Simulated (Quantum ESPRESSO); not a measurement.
## NiO: exchange couplings by hand from total energies

Aim: get Heisenberg couplings of NiO from the energies of collinear orders, with pencil and paper, and test them on an order left out of the fit.

Main program and level: Quantum ESPRESSO 7.5; PBE with U = 6 eV on Ni d (ortho-atomic projectors); plane waves with GBRV 1.5 PBE potentials, no spin-orbit coupling.

**Measured values to reproduce.**

“Observation and resonant x-ray optical interpretation of multi-atom resonant photoemission effects in O 1s emission from NiO” (2006, arxiv:cond-mat/0609101) quotes from earlier work for NiO, rock salt (literature value for NiO): ordering temperature (Neel temperature) 524 K [Literature value cited from another work, not measured on this sample.].

### 1. The structure

The structure is cubic, space group Fm-3m (No. 225). The conventional cell has a = 4.172 Å, b = 4.172 Å, c = 4.172 Å, α = 90.00°, β = 90.00°, γ = 90.00°. Nearest to Ni lie 6 O at 2.09 Å. O has 6 Ni at 2.09 Å nearest. Farther neighbours and most contacts between anions are not listed.

The cell comes from the Crystallography Open Database.

### 2. The parallel order

All energies count from this run.

File pw.in:

```
&CONTROL
  calculation = 'scf'
  prefix = 'pwscf'
  outdir = './tmp'
  pseudo_dir = './pseudo'
  disk_io = 'nowf'
  tprnfor = .true.
  tstress = .true.
/
&SYSTEM
  ibrav = 0
  celldm(1) = 8
  nat = 2
  ntyp = 2
  ecutwfc = 40
  ecutrho = 280
  nbnd = 20
  occupations = 'smearing'
  smearing = 'fd'
  degauss = 0.00734986
  nspin = 2
  starting_magnetization(1) = 0.1111
  starting_magnetization(2) = 0
/
&ELECTRONS
  conv_thr = 4d-09
  electron_maxstep = 150
  mixing_beta = 0.3
/
ATOMIC_SPECIES
Ni     58.6934 ni_pbe_v1.4.uspp.F.UPF
O      15.9990 o_pbe_v1.2.uspp.F.UPF
CELL_PARAMETERS alat
   0.0000000000000    0.4927228531442    0.4927228531442
   0.4927228531442    0.0000000000000    0.4927228531442
   0.4927228531442    0.4927228531442    0.0000000000000
ATOMIC_POSITIONS crystal
Ni      0.0000000000    0.0000000000    0.0000000000
O       0.5000000000    0.5000000000    0.5000000000
K_POINTS automatic
12 12 12 0 0 0
HUBBARD {ortho-atomic}
U Ni-3d 6.0000
```

Launch:

```
OMP_NUM_THREADS=1 mpirun -n 2 pw.x -nk 2 -in pw.in > pw.out
```

Output:

```text
Program PWSCF v.7.5 starts
     [... lines left out ...]
     number of atoms/cell      =            2
     [... lines left out ...]
     number of electrons       =        24.00
     number of Kohn-Sham states=           20
     kinetic-energy cutoff     =      40.0000  Ry
     charge density cutoff     =     280.0000  Ry
     scf convergence threshold =      4.0E-09
     [... lines left out ...]
     48 Sym. Ops., with inversion, found
     [... lines left out ...]
     number of k points=    72  Fermi-Dirac smearing, width (Ry)=  0.0073
     [... lines left out ...]
     iteration # 12     ecut=    40.00 Ry     beta= 0.30
     [... lines left out ...]
     Magnetic moment per site  (integrated on atomic sphere of radius R)
     atom   1 (R=0.203)  charge= 15.6076  magn=  1.7295
     atom   2 (R=0.203)  charge=  5.7392  magn=  0.2096
     [... lines left out ...]
     Tr[ns(  1)] (up, down, total) =   4.97593  3.22432  8.20025
     [... lines left out ...]
     the Fermi energy is    14.7813 ev
!    total energy              =    -375.41720605 Ry
     estimated scf accuracy    <          2.9E-09 Ry
     smearing contrib. (-TS)   =      -0.00000011 Ry
     [... lines left out ...]
     total magnetization       =     2.00 Bohr mag/cell
     absolute magnetization    =     2.01 Bohr mag/cell
     convergence has been achieved in  12 iterations
     [... lines left out ...]
     Total force =     0.000000     Total SCF correction =     0.000000
     [... lines left out ...]
          total   stress  (Ry/bohr**3)                   (kbar)     P=      113.39
     [... lines left out ...]
   JOB DONE.
```

It took 19 s on 2 MPI ranks of Arm Neoverse V1, shared host; peak memory 0.17 GiB.

Spin moment in the atom's sphere by atom:

```tsv
atom	spin moment in the atom's sphere (μB)
Ni1	1.73
O2	0.21
```

Numbers from this step:

| Property | Result |
| --- | --- |
| smearing term TS | 1.51e-6 eV |
| pressure | 11.34 GPa |
| magnetization | 2 μB |
| absolute magnetization | 2.014 μB |
| final state | ferromagnetic |

### 3. The orders used for the fit

The other orders were run with the same settings, on meshes that hold the same points. Free energies are divided by the number of Ni atoms; q is in fractions of the reciprocal vectors of the first run's cell.

```tsv
order	atoms	mesh	free energy (eV)	eV per Ni	largest moment (μB)
F +	2	12×12×12	-5107.8113	-5107.8113	1.73
AF q=(0,1/2,1/2) +-	4	12×6×12	-10215.6008	-5107.8004	1.74
```

### 4. Counting neighbours

With E = −Σ J e_i·e_j over ordered pairs of unit vectors, turning a neighbour from parallel to opposed costs 2J a Ni atom. So an order lies 2 Σ n J over the parallel one, n being the opposed neighbours in each shell.

```tsv
shell	distance (Å)	neighbours	opposed in AF q=(0,1/2,1/2) +-	opposed in AF q=(0,0,1/2) +-
J1	2.95	12	8	6
J2	4.17	6	0	6
```

Only J1 is kept, as an effective coupling that takes up all reversed shells.

### 5. Solving

```
2 × 8 × J1 = +10.9 meV    (AF q=(0,1/2,1/2) +-)
J1 = +0.68 meV
```

### 6. The test

The couplings now give the orders that were left out:

```
2 × 6 × (+0.68) = +8.2 meV    (AF q=(0,0,1/2) +-)
```

The runs themselves:

```tsv
order	atoms	mesh	free energy (eV)	eV per Ni	largest moment (μB)	over the parallel order (meV)	foretold (meV)
AF q=(0,0,1/2) +-	4	12×12×6	-10215.8315	-5107.9157	1.67	-104.4	+8.2
```

### 7. One more shell

One way to take up the miss is the next shell. Both differences then fix both couplings, and no order is left for a test.

```
2 × 8 × J1 = +10.9 meV    (AF q=(0,1/2,1/2) +-)
2 × 6 × J1 + 2 × 6 × J2 = -104.4 meV    (AF q=(0,0,1/2) +-)
J1 = +0.68 meV
J2 = -9.38 meV
```

### 8. Mean-field temperature

```
gain of AF q=(0,0,1/2) +- over disorder = (12 − 2 × 6) × (+0.68) + (6 − 2 × 6) × (-9.38) = 56.3 meV
T = 2 × 56.3 / (3 × 0.08617) = 435 K
```

### 9. Outcome

```yaml
effective_j1_ni_ni_at_2p95_a: 0.68 meV
largest_miss_on_the_orders_left_out: 113 meV
j1_with_two_shells: 0.68 meV
j2_with_two_shells: -9.38 meV
mean_field_ordering_temperature: 435 K
```

In words: The model misses the order left out by 113 meV, 108 % of the largest energy difference, so it fails: these couplings alone don't describe the crystal. With the next shell added the couplings are J1 = +0.68 and J2 = -9.38 meV, untested. The largest moment changes by 3.6 % between the orders. Shells that were dropped are folded into the couplings or show in the miss. Mean field overstates the temperature of the model, and classical spins understate it for small quantum spins, by up to the factor (S+1)/S. Energies are free energies at an electronic temperature of 1160 K, which lowers moments and differences where the moments are itinerant.

Calculation against experiment:

| quantity | measured | mean field |
| --- | --- | --- |
| ordering temperature (K) | 524 | 435 (-16.9 %) |

Measured values from arxiv:cond-mat/0609101 (2006).

Verdict: The ordering temperature is off by -16.9 %: fair agreement. Mean-field temperatures run high for given couplings and spin length. No cell relaxation is part of this session.

[Logs and program files are shortened in this print: banners, set-up blocks, solver, clock and traceback lines can be left out without a mark of their own.]

[Logs are printed without paths, hosts, clocks, repeated set-up lines and the standing remarks that a program may print on its own settings, such as how far it seeks lower states.]

[Hosts, paths, dates, database ids (printed as entryN), source tags and the programs' standing remarks are cut or masked in the printed files.]

[Where a cell is said to come from a database of computed structures, the database is the Materials Project.]
